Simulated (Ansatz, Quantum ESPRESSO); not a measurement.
# W [001], bcc: pulling along c

The c axis is held at a set length while the cell relaxes sideways. How do the lateral strain and the stress follow? The strained cell has c along the load; unstrained it is a = 3.1542 Å, b = 3.1542 Å, c = 3.1542 Å, α = 90.00°, β = 90.00°, γ = 90.00°, with 2 atoms.

Calculated with Quantum ESPRESSO 7.5, PBEsol, PseudoDojo 0.4.1 norm-conserving potentials, cutoff 1170 eV, Fermi–Dirac smearing 0.05 eV, k-mesh 14×14×14, no spin polarisation, no spin-orbit coupling.

Relaxed positions at −3 %:

```csv
atom,x,y,z
W,0.0000,0.0000,0.0000
W,0.5000,0.5000,0.5000
```

```csv
ε_c (%),a (Å),c (Å),ε_a (%),"σ (GPa, tension positive)"
−3,3.1825,3.0596,0.895,−14.01
−2,3.1735,3.0912,0.611,−8.97
−1,3.1646,3.1227,0.329,−4.31
2,3.1374,3.2173,−0.535,7.58
3,3.1289,3.2489,−0.804,11.31
```

**Question.** Fit both responses and give the free strain and the stress at +1 %, a row left out above.

Least squares with y = y0 + y1 ε + y2 ε² (ε in %) gives ε_a = 0.040 + (−0.2844) ε + (0.0005) ε² and σ = −0.05 + (4.192) ε + (−0.147) ε² GPa. The linear terms put the ratio of free to applied strain at −0.284 and the Young modulus at 419 GPa.

At +1 % the free strain comes out as −0.244 %. The run itself gives −0.250 %, so the estimate misses by 0.006 %; the fitted rows themselves lie up to 0.008 % off the law.

The stress comes out as 4.00 GPa. The run itself gives 3.77 GPa, so the estimate misses by 0.23 GPa, more than the largest misfit of the fitted rows (0.17 GPa).

Along a cube axis ν = C12/(C11 + C12) and Y = (C11 − C12)(C11 + 2C12)/(C11 + C12), so C11 = Y(1 − ν)/[(1 + ν)(1 − 2ν)] = 542 GPa and C12 = 215 GPa.

The negative ε² term means that the crystal stiffens in compression and softens in tension.

The same fit over all rows at other levels or in other programs gives the strain ratio = −0.285 with PBEsol (Quantum ESPRESSO, GBRV) and −0.285 with PBEsol (Ansatz).

[Logs are printed without paths, hosts, clocks, repeated set-up lines and the standing remarks that a program may print on its own settings, such as how far it seeks lower states.]
